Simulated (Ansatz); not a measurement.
# (ZnO)2(SiC)2 [0001] superlattice, started as wurtzite: from the cell to its phonons

Wanted: phonon frequencies of (ZnO)2(SiC)2 [0001] superlattice, started as wurtzite and what follows from them.

Main program and level: Ansatz 0.2.0; DFT PBEsol, scalar-relativistic, plane waves, PAW.

The structure was built from a prototype and need not be the compound's stable phase.

## (1) Starting point

The structure is trigonal, space group P3m1 (No. 156). Conventional cell: a = 3.165 Å, b = 3.165 Å, c = 10.260 Å, α = 90.00°, β = 90.00°, γ = 120.00°. Nearest to C lie 4 Si at 1.92 to 1.94 Å. C has 1 Si at 1.92 Å and 3 Zn at 1.94 Å nearest. O has 4 Zn at 1.92 to 1.94 Å nearest. O has 1 Zn at 1.92 Å and 3 Si at 1.94 Å nearest. Nearest to Si lie 1 C at 1.92 Å and 3 O at 1.94 Å. Si has 4 C at 1.92 to 1.94 Å nearest. Farther neighbours and most contacts between anions are not listed.

## (2) Rough relaxation

The start is far from rest, so a relaxation with loose tolerances brings it close first.

The input, input.yaml:

```yaml
crystal:
  lattice:
    - [3.165, 0.0, 0.0]
    - [-1.5825, 2.74097, 0.0]
    - [0.0, 0.0, 10.26]
  atoms:
    - { symbol: C, position: [0.333333, 0.666667, 0.6875] }
    - { symbol: C, position: [0.666667, 0.333333, 0.9375] }
    - { symbol: O, position: [0.333333, 0.666667, 0.1875] }
    - { symbol: O, position: [0.666667, 0.333333, 0.4375] }
    - { symbol: Si, position: [0.333333, 0.666667, 0.5] }
    - { symbol: Si, position: [0.666667, 0.333333, 0.75] }
    - { symbol: Zn, position: [0.333333, 0.666667, 0.0] }
    - { symbol: Zn, position: [0.666667, 0.333333, 0.25] }
kpoints:
  mp_grid: { grid: [9, 9, 2] }
hamiltonian:
  xc: pbesol
scf:
  occupations: { method: gaussian, width: 0.1 }
output:
  forces: true
  stress: true
  eigenvalues: true
relax:
  adjacent_minimum: "off"
  f_tol: 0.05
  max_steps: 80
  cell: { stress_tol: 0.5 }
```

Run with:

```bash
> ansatz run input.yaml --threads 8 --pin off --max-ram 14336MiB --backend cpu --events-out ev --progress --plain --runs-dir out
```

Numbers of over 12 decimals in the logs are rounded to 6 here.

Log:

```text
[...]
atoms:
    - { symbol: C, position: [0.333333, 0.666667, 0.685203] }
    - { symbol: C, position: [0.666667, 0.333333, 0.925395] }
    - { symbol: O, position: [0.333333, 0.666667, 0.196053] }
    - { symbol: O, position: [0.666667, 0.333333, 0.457454] }
    - { symbol: Si, position: [0.333333, 0.666667, 0.511247] }
    - { symbol: Si, position: [0.666667, 0.333333, 0.751559] }
    - { symbol: Zn, position: [0.333333, 0.666667, -0.011047] }
    - { symbol: Zn, position: [0.666667, 0.333333, 0.234136] }
[key lines of the parts left out:]
SCF converged after 8 iterations
Free energy (F): -9417.495816 eV
Fermi energy:    9.549962 eV
P = ⅓ Tr σ = 0.1405 GPa (1.405 kbar)
```

The job ended after 19 s (8 threads of Arm Neoverse N1, shared host; peak memory 0.51 GiB; 2.2 min of CPU time).

The steps of the relaxation:

```
step  energy less that of the first step (eV)  largest force component (eV/Å)  pressure (GPa)  volume (Å³)
   1                                   0.0000                          2.2548            3.90        89.01
   2                                  -0.2924                          1.3465            1.70        90.05
   3                                  -0.4770                          0.5819            0.74        91.00
   4                                  -0.5098                          0.4724            0.67        91.28
   5                                  -0.5404                          0.1868            0.16        92.04
   6                                  -0.5433                          0.1178            0.11        92.36
   7                                  -0.5433                          0.0205           -0.03        92.44
  8*                                  -0.5555                          0.0202            0.14        92.44
```

Relaxation steps marked * repeat the geometry before them on a plane-wave basis chosen anew for their cell, so energy and pressure can jump there.

Forces are held to the 6 operations that the run works with; a distortion that breaks them can't arise in this run.

```
conventional cell, symmetrised  before   after  change
                         a (Å)   3.165   3.190  +0.8 %
                         b (Å)   3.165   3.190  +0.8 %
                         c (Å)  10.260  10.490  +2.2 %
              volume (Å³/atom)   11.13   11.56  +3.9 %
```

The atoms that moved most (Å, as changes of fractional coordinates times the final cell):

```
atom     dx     dy      dz  length
  O4  0.000  0.000   0.209   0.209
 Zn8  0.000  0.000  -0.166   0.166
  C2  0.000  0.000  -0.127   0.127
 Si5  0.000  0.000   0.118   0.118
 Zn7  0.000  0.000  -0.116   0.116
  O3  0.000  0.000   0.090   0.090
  C1  0.000  0.000  -0.024   0.024
 Si6  0.000  0.000   0.016   0.016
```

Numbers from this step:

```yaml
pressure: 0.1405 GPa
volume_per_atom: 11.56 Å³
gap_on_the_k_mesh: 0 eV
```

In this step the volume went from 11.13 to 11.56 Å³/atom.

## (3) Bringing the structure to rest

Harmonic phonons are second derivatives at a point where the forces vanish, and they are wanted at zero stress, so atoms and cell are relaxed first.

The input, input.yaml:

```yaml
crystal:
  lattice:
    - [3.1899380178, 0.0, 0.0]
    - [-1.5949690089, 2.7625673599, 0.0]
    - [0.0, 0.0, 10.4898364007]
  atoms:
    - { symbol: C, position: [0.3333333333, 0.6666666667, 0.6852032511] }
    - { symbol: C, position: [0.6666666667, 0.3333333333, 0.9253948534] }
    - { symbol: O, position: [0.3333333333, 0.6666666667, 0.1960532929] }
    - { symbol: O, position: [0.6666666667, 0.3333333333, 0.4574539121] }
    - { symbol: Si, position: [0.3333333333, 0.6666666667, 0.5112469407] }
    - { symbol: Si, position: [0.6666666667, 0.3333333333, 0.7515588014] }
    - { symbol: Zn, position: [0.3333333333, 0.6666666667, -0.0110468667] }
    - { symbol: Zn, position: [0.6666666667, 0.3333333333, 0.234135815] }
kpoints:
  mp_grid: { grid: [12, 12, 4] }
hamiltonian:
  xc: pbesol
scf:
  occupations: { method: gaussian, width: 0.1 }
output:
  forces: true
  stress: true
  eigenvalues: true
  write_density: true
  write_potential: true
  elf: true
  volumetric_format: npy
relax:
  adjacent_minimum: "off"
  f_tol: 0.005
  max_steps: 80
  cell: { stress_tol: 0.05 }
```

Log:

```text
[...]
Crystal: 8 atoms, lattice volume = 92.441 Å³
Basis set: ecut = 420 eV, 1823 PW (Γ), exchange–correlation on 48×48×144 points (8 copies of the dense FFT grid, shifted against one another)
Bands: 34, of which v1, the nominal top of the filled ones, is band 26 counted from 1 (25 counted from 0)
Symmetry: 6 space group operations
[...]
k-points: 69 of 576 (time reversal used)
[...]
SCF iter   1: F=—  HF=-9417.567223 eV  |F-HF|=—  |Δ(HF+E_count)|=         —  Δρ=1.48e-2  dr2=3.02e-1  ethr=1.77e-3  ⟨swp⟩=6.1  Hψ=11139  notcnv=0  defer=35
[...]
SCF iter  12: F=-9417.511730 eV  HF=-9417.511730 eV  |F-HF|=6.80e-9  |Δ(HF+E_count)|=   1.25e-8  Δρ=1.75e-6  dr2=9.16e-9  ethr=1.92e-10  ⟨swp⟩=13.1  Hψ=15826  notcnv=0
SCF 1 converged in 12 iterations: F = -9417.511730 eV  dr2 = 9.16e-9
[...]
relax step   1: F+E_penalty+E_count = -9417.51172998 eV  Δ(F+E_penalty+E_count) = +0.000e0 eV  max|allowed force component| = 1.353e-1 eV/Å  Δτ_max = 0.0000 Å  P = +0.135 GPa  Ω = 92.441 Å³  (12 SCF iters, dr2 threshold 1.00e-7 eV, accepted)
Crystal: 8 atoms, lattice volume = 92.468 Å³
[...]
SCF iter   8: F=-9417.512594 eV  HF=-9417.512594 eV  |F-HF|=5.63e-7  |Δ(HF+E_count)|=   1.12e-7  Δρ=1.28e-5  dr2=4.81e-7  ethr=1.54e-9  ⟨swp⟩=9.6  Hψ=16278  notcnv=0
SCF 2 converged in 8 iterations: F = -9417.512594 eV  dr2 = 4.81e-7
relax step   2: F+E_penalty+E_count = -9417.51259352 eV  Δ(F+E_penalty+E_count) = -8.635e-4 eV  max|allowed force component| = 8.786e-2 eV/Å  Δτ_max = 0.0039 Å  P = +0.070 GPa  Ω = 92.468 Å³  energy of the carried Pulay correction = -7.926e-5 eV  (8 SCF iters, dr2 threshold 8.00e-7 eV, accepted)
Crystal: 8 atoms, lattice volume = 92.370 Å³
Basis set: ecut = 420 eV, 1799 PW (Γ), exchange–correlation on 48×48×144 points (8 copies of the dense FFT grid, shifted against one another)
[...]
SCF iter  10: F=-9417.514644 eV  HF=-9417.514645 eV  |F-HF|=1.60e-7  |Δ(HF+E_count)|=   2.97e-7  Δρ=5.66e-6  dr2=2.01e-7  ethr=9.28e-10  ⟨swp⟩=6.7  Hψ=15402  notcnv=0
SCF 3 converged in 10 iterations: F = -9417.514644 eV  dr2 = 2.01e-7
relax step   3: F+E_penalty+E_count = -9417.51464445 eV  Δ(F+E_penalty+E_count) = -2.051e-3 eV  max|allowed force component| = 5.305e-2 eV/Å  Δτ_max = 0.0176 Å  P = +0.066 GPa  Ω = 92.370 Å³  energy of the carried Pulay correction = +2.047e-4 eV  (10 SCF iters, dr2 threshold 4.82e-7 eV, accepted)
[...]
relax step   4: F+E_penalty+E_count = -9417.51479899 eV  Δ(F+E_penalty+E_count) = -1.545e-4 eV  max|allowed force component| = 6.982e-2 eV/Å  Δτ_max = 0.0177 Å  P = -0.094 GPa  Ω = 92.361 Å³  energy of the carried Pulay correction = +2.306e-4 eV  (8 SCF iters, dr2 threshold 1.76e-7 eV, accepted)
[...]
relax step   5: F+E_penalty+E_count = -9417.51512149 eV  Δ(F+E_penalty+E_count) = -3.225e-4 eV  max|allowed force component| = 4.579e-2 eV/Å  Δτ_max = 0.0093 Å  P = -0.054 GPa  Ω = 92.348 Å³  energy of the carried Pulay correction = +2.694e-4 eV  (8 SCF iters, dr2 threshold 3.05e-7 eV, accepted)
[...]
relax step   6: F+E_penalty+E_count = -9417.51533120 eV  Δ(F+E_penalty+E_count) = -2.097e-4 eV  max|allowed force component| = 1.291e-2 eV/Å  Δτ_max = 0.0034 Å  P = +0.005 GPa  Ω = 92.301 Å³  energy of the carried Pulay correction = +4.054e-4 eV  (6 SCF iters, dr2 threshold 1.31e-7 eV, accepted)
[...]
relax step   7: F+E_penalty+E_count = -9417.51532685 eV  Δ(F+E_penalty+E_count) = +4.349e-6 eV  max|allowed force component| = 1.438e-3 eV/Å  Δτ_max = 0.0020 Å  P = +0.012 GPa  Ω = 92.314 Å³  energy of the carried Pulay correction = +3.651e-4 eV  (8 SCF iters, dr2 threshold 1.77e-8 eV, accepted)
[...]
SCF iter   7: F=-9417.515020 eV  HF=-9417.515020 eV  |F-HF|=6.91e-11  |Δ(HF+E_count)|=  7.64e-11  Δρ=2.59e-7  dr2=5.15e-11  ethr=1.00e-12  ⟨swp⟩=4.7  Hψ=11835  notcnv=0
SCF 8 converged in 7 iterations: F = -9417.515020 eV  dr2 = 5.15e-11
relax step   8: F+E_penalty+E_count = -9417.51502023 eV  Δ(F+E_penalty+E_count) = +3.066e-4 eV  max|allowed force component| = 1.532e-3 eV/Å  Δτ_max = 0.0000 Å  P = +0.009 GPa  Ω = 92.314 Å³  stress off target by 2.90e-2 GPa  SCF on the basis re-selected at this cell (its energy is not comparable with the rows above)  (7 SCF iters)
basis re-selected at this cell: Δ(F+E_penalty+E_count) = +3.066e-4 eV, ΔP = -0.003 GPa vs the last step (what re-selecting the basis moved, of the pressure what is left beyond the Pulay correction that the steps carried, after the strain that the cell walked since its last selection, with what the two solves' SCF thresholds leave and, on support functions, any second-order correction that the steps lacked; it is no m [...]
SCF converged after 7 iterations
Free energy (F): -9417.515020 eV
[...]
Internal energy: -9417.500192 eV  (E = F + TS)
E sigma→0 (E₀):  -9417.507606 eV
Entropy (-TS):   -0.014828 eV (-1.854 meV/atom)
Fermi energy:    9.533415 eV
[...]
--- Forces (eV/Å), atoms counted from 1 ---
  atom   1  C      0.00000000     0.00000000     0.00153150
  atom   2  C      0.00000000     0.00000000    -0.00085000
  atom   3  O      0.00000000     0.00000000    -0.00140105
  atom   4  O      0.00000000     0.00000000     0.00032082
  atom   5  Si     0.00000000     0.00000000    -0.00088198
  atom   6  Si     0.00000000     0.00000000    -0.00012145
  atom   7  Zn    -0.00000000     0.00000000     0.00072086
  atom   8  Zn     0.00000000     0.00000000     0.00067604
  max |Σ_I F_I| component: 5.28e-6 eV/Å
--- Stress (GPa, compression-positive) ---
       -0.000654      -0.000000       0.000000
        0.000000      -0.000654       0.000000
        0.000000      -0.000000       0.028999
  P = ⅓ Tr σ = 0.0092 GPa (0.092 kbar)
--- Band table (eV; the first three rows and the last of 69) ---
  k-point 0: bands = [... 22 lower, 7.5030, 7.5030, 7.6235, 10.4504, 10.9422, 10.9422, 13.1271, 14.0463, ... 4 higher]
  k-point 1: bands = [... 22 lower, 7.5054, 7.5054, 8.0319, 10.3632, 10.9421, 10.9421, 13.0804, 14.0445, ... 4 higher]
  k-point 2: bands = [... 22 lower, 7.5078, 7.5078, 8.2858, 10.2675, 10.9421, 10.9421, 13.0437, 14.0427, ... 4 higher]
  k-point 68: bands = [... 22 lower, 5.3875, 6.6119, 6.7284, 7.1650, 11.1281, 11.9096, 13.2279, 14.1103, ... 4 higher]
--- Relaxed structure (7 steps of the walk, 7 accepted, 1 SCFs on fresh bases) ---
[...]
cell:  # Å, volume = 92.3145 Å³
    - [3.183519, 0, 0]
    - [-1.591759, 2.757008, 0]
    - [0, 0, 10.517786]
  atoms:
    - { symbol: C, position: [0.333333, 0.666667, 0.684711] }
    - { symbol: C, position: [0.666667, 0.333333, 0.924466] }
    - { symbol: O, position: [0.333333, 0.666667, 0.194120] }
    - { symbol: O, position: [0.666667, 0.333333, 0.457561] }
    - { symbol: Si, position: [0.333333, 0.666667, 0.510667] }
    - { symbol: Si, position: [0.666667, 0.333333, 0.750562] }
    - { symbol: Zn, position: [0.333333, 0.666667, -0.00967929] }
    - { symbol: Zn, position: [0.666667, 0.333333, 0.237592] }
```

Run time: 49 s. Hardware: 8 threads; peak memory 0.62 GiB.

Relaxation path:

```
step  energy less that of the first step (eV)  largest force component (eV/Å)  pressure (GPa)  volume (Å³)
   1                                   0.0000                          0.1353            0.13        92.44
   2                                  -0.0009                          0.0879            0.07        92.47
   3                                  -0.0029                          0.0530            0.07        92.37
   4                                  -0.0031                          0.0698           -0.09        92.36
   5                                  -0.0034                          0.0458           -0.05        92.35
   6                                  -0.0036                          0.0129            0.00        92.30
   7                                  -0.0036                          0.0014            0.01        92.31
  8*                                  -0.0033                          0.0015            0.01        92.31
```

Relaxation steps marked * repeat the geometry before them on a plane-wave basis chosen anew for their cell, so energy and pressure can jump there.

Forces are held to the 6 operations that the run works with; a distortion that breaks them can't arise in this run.

```
conventional cell, symmetrised  before   after  change
                         a (Å)   3.190   3.184  -0.2 %
                         b (Å)   3.190   3.184  -0.2 %
                         c (Å)  10.490  10.518  +0.3 %
              volume (Å³/atom)   11.56   11.54  -0.1 %
```

The atoms that moved most (Å, as changes of fractional coordinates times the final cell):

```
atom     dx     dy      dz  length
 Zn8  0.000  0.000   0.036   0.036
  O3  0.000  0.000  -0.020   0.020
 Zn7  0.000  0.000   0.014   0.014
 Si6  0.000  0.000  -0.010   0.010
  C2  0.000  0.000  -0.010   0.010
 Si5  0.000  0.000  -0.006   0.006
  C1  0.000  0.000  -0.005   0.005
```

This step gave:

```
pressure        : 0.009230 GPa
volume per atom : 11.54 Å³
```

Electrostatic potential energy in the ac plane at fractional y = 0.333, with atoms of C and O and Si and Zn within 0.2 Å of it. With pseudopotentials it is smooth inside the atoms' cores, unlike the true potential.

Ten even steps from '0' (-48 eV) to '9' (12 eV), each cell a mean:
```
9888889875334789
9999999840000379
9999999863223689
9999999987777899
9999998753223578
8999987520000147
8999988631000257
9999999876555788
9999999999889999
9999999999999999
8888888999999999
8777788876555788
8888888742001368
9999999853212489
9999999998878999
9999999999888999
9999999865555678
9999998543222357
9999998542212357
9999999865445678
9999999999888999
9999999999999999
9999999999999999
9888889999999999
```
Columns run along a (3.2 Å; values clipped at the 3rd and 97th percentile), rows up along c (10.5 Å). Atoms in or near the plane, at fractional coordinates: C at (0.67, 0.92), O at (0.67, 0.46), Si at (0.67, 0.75), Zn at (0.67, 0.24).

Valence density in the ac plane at fractional y = 0.333, with atoms of C and O and Si and Zn within 0.2 Å of it. It is the smooth field of the valence electrons, not physical close to the nuclei.

Ten steps, logarithmic in the rise over the least value, from '_' (0 e/Å³) to '@' (26 e/Å³), each cell a mean:
```
............::::------------::::
............::::--========----::
..________....::----======--::..
____________....::--------::::..
____________......::::::::......
..................________......
............::::....____......::
................................
................______________..
__........______________________
............__................__
..............::--====++==--::..
............::--==**####**++--::
..________....::==++******==--::
______________..::::------::..__
__________________..........____
______________..::--====--::..__
......__......::==##@@@@%%++--::
............::--++##@@@@%%++--::
................::--======::::..
______..____________......______
________________________________
________________________________
....................::::........
```
Columns run along a (3.2 Å), rows up along c (10.5 Å). Atoms in or near the plane, at fractional coordinates: C at (0.67, 0.92), O at (0.67, 0.46), Si at (0.67, 0.75), Zn at (0.67, 0.24).

ELF in the ac plane at fractional y = 0.333, with atoms of C and O and Si and Zn within 0.2 Å of it. It is the smooth field of the valence electrons, not physical close to the nuclei.

Ten even steps from '0' (0.00) to '9' (0.91), each cell a mean:
```
3222235788777886
5322246874113787
4211246787667876
3100125789999985
3211124566776654
6554566432332246
8777788753222478
7766777764223567
5555554332212234
3455432100000012
2344432223443222
4444444678888764
4444445787557886
3233334788778875
1111112467887642
0000000111111110
1111111111111111
1233221100000011
2455432100000011
3456532111111111
2333321111111111
0111110000000000
1111111223333221
2222223567777753
```
Columns run along a (3.2 Å), rows up along c (10.5 Å). Atoms in or near the plane, at fractional coordinates: C at (0.67, 0.92), O at (0.67, 0.46), Si at (0.67, 0.75), Zn at (0.67, 0.24).

In this step the volume went from 11.56 to 11.54 Å³/atom.

## (4) Tight relaxation

Phonons need a cell at rest on their own settings, so the relaxation is repeated with tight tolerances on forces and stress on the k mesh and occupations of the first response run.

The input, input.yaml:

```yaml
crystal:
  lattice:
    - [3.1835187435, 0.0, 0.0]
    - [-1.5917593718, 2.7570081053, 0.0]
    - [0.0, 0.0, 10.517785716]
  atoms:
    - { symbol: C, position: [0.3333333333, 0.6666666667, 0.6847112775] }
    - { symbol: C, position: [0.6666666667, 0.3333333333, 0.9244664041] }
    - { symbol: O, position: [0.3333333333, 0.6666666667, 0.1941195654] }
    - { symbol: O, position: [0.6666666667, 0.3333333333, 0.4575608325] }
    - { symbol: Si, position: [0.3333333333, 0.6666666667, 0.5106671131] }
    - { symbol: Si, position: [0.6666666667, 0.3333333333, 0.7505621615] }
    - { symbol: Zn, position: [0.3333333333, 0.6666666667, -0.0096792924] }
    - { symbol: Zn, position: [0.6666666667, 0.3333333333, 0.2375919383] }
kpoints:
  mp_grid: { grid: [12, 12, 4] }
hamiltonian:
  xc: pbesol
scf:
  occupations: { method: methfessel_paxton, width: 0.2 }
output:
  forces: true
  stress: true
  eigenvalues: true
relax:
  adjacent_minimum: "off"
  f_tol: 0.001
  max_steps: 60
  cell: { stress_tol: 0.01 }
```

Log:

```text
[...]
Crystal: 8 atoms, lattice volume = 92.314 Å³
Basis set: ecut = 420 eV, 1799 PW (Γ), exchange–correlation on 48×48×144 points (8 copies of the dense FFT grid, shifted against one another)
Bands: 34, of which v1, the nominal top of the filled ones, is band 26 counted from 1 (25 counted from 0)
Symmetry: 6 space group operations
[...]
k-points: 69 of 576 (time reversal used)
[...]
atoms:
    - { symbol: C, position: [0.333333, 0.666667, 0.684731] }
    - { symbol: C, position: [0.666667, 0.333333, 0.924445] }
    - { symbol: O, position: [0.333333, 0.666667, 0.194122] }
    - { symbol: O, position: [0.666667, 0.333333, 0.457575] }
    - { symbol: Si, position: [0.333333, 0.666667, 0.510725] }
    - { symbol: Si, position: [0.666667, 0.333333, 0.750591] }
    - { symbol: Zn, position: [0.333333, 0.666667, -0.00971513] }
    - { symbol: Zn, position: [0.666667, 0.333333, 0.237526] }
[key lines of the parts left out:]
SCF converged after 9 iterations
Free energy (F): -9417.509207 eV
Fermi energy:    9.531310 eV
P = ⅓ Tr σ = 0.0004 GPa (0.004 kbar)
```

Wall time 34 s (8 threads); peak memory 0.6 GiB.

Little changed from the start: no atom moved by 0.005 Å and no cell edge by 0.1 %.

This step gave:

| Quantity | Value |
| --- | --- |
| pressure | 3.95e-4 GPa |

The largest force component left is 0.97 meV/Å and the pressure is 0.000 GPa, within the tolerances set. The cell now holds 11.54 Å³/atom.

(Continued in part 2 of 2.)

[Logs are printed without paths, hosts, clocks, repeated set-up lines and the standing remarks that a program may print on its own settings, such as how far it seeks lower states.]

[Hosts, paths, dates, database ids (printed as entryN), source tags and the programs' standing remarks are cut or masked in the printed files.]
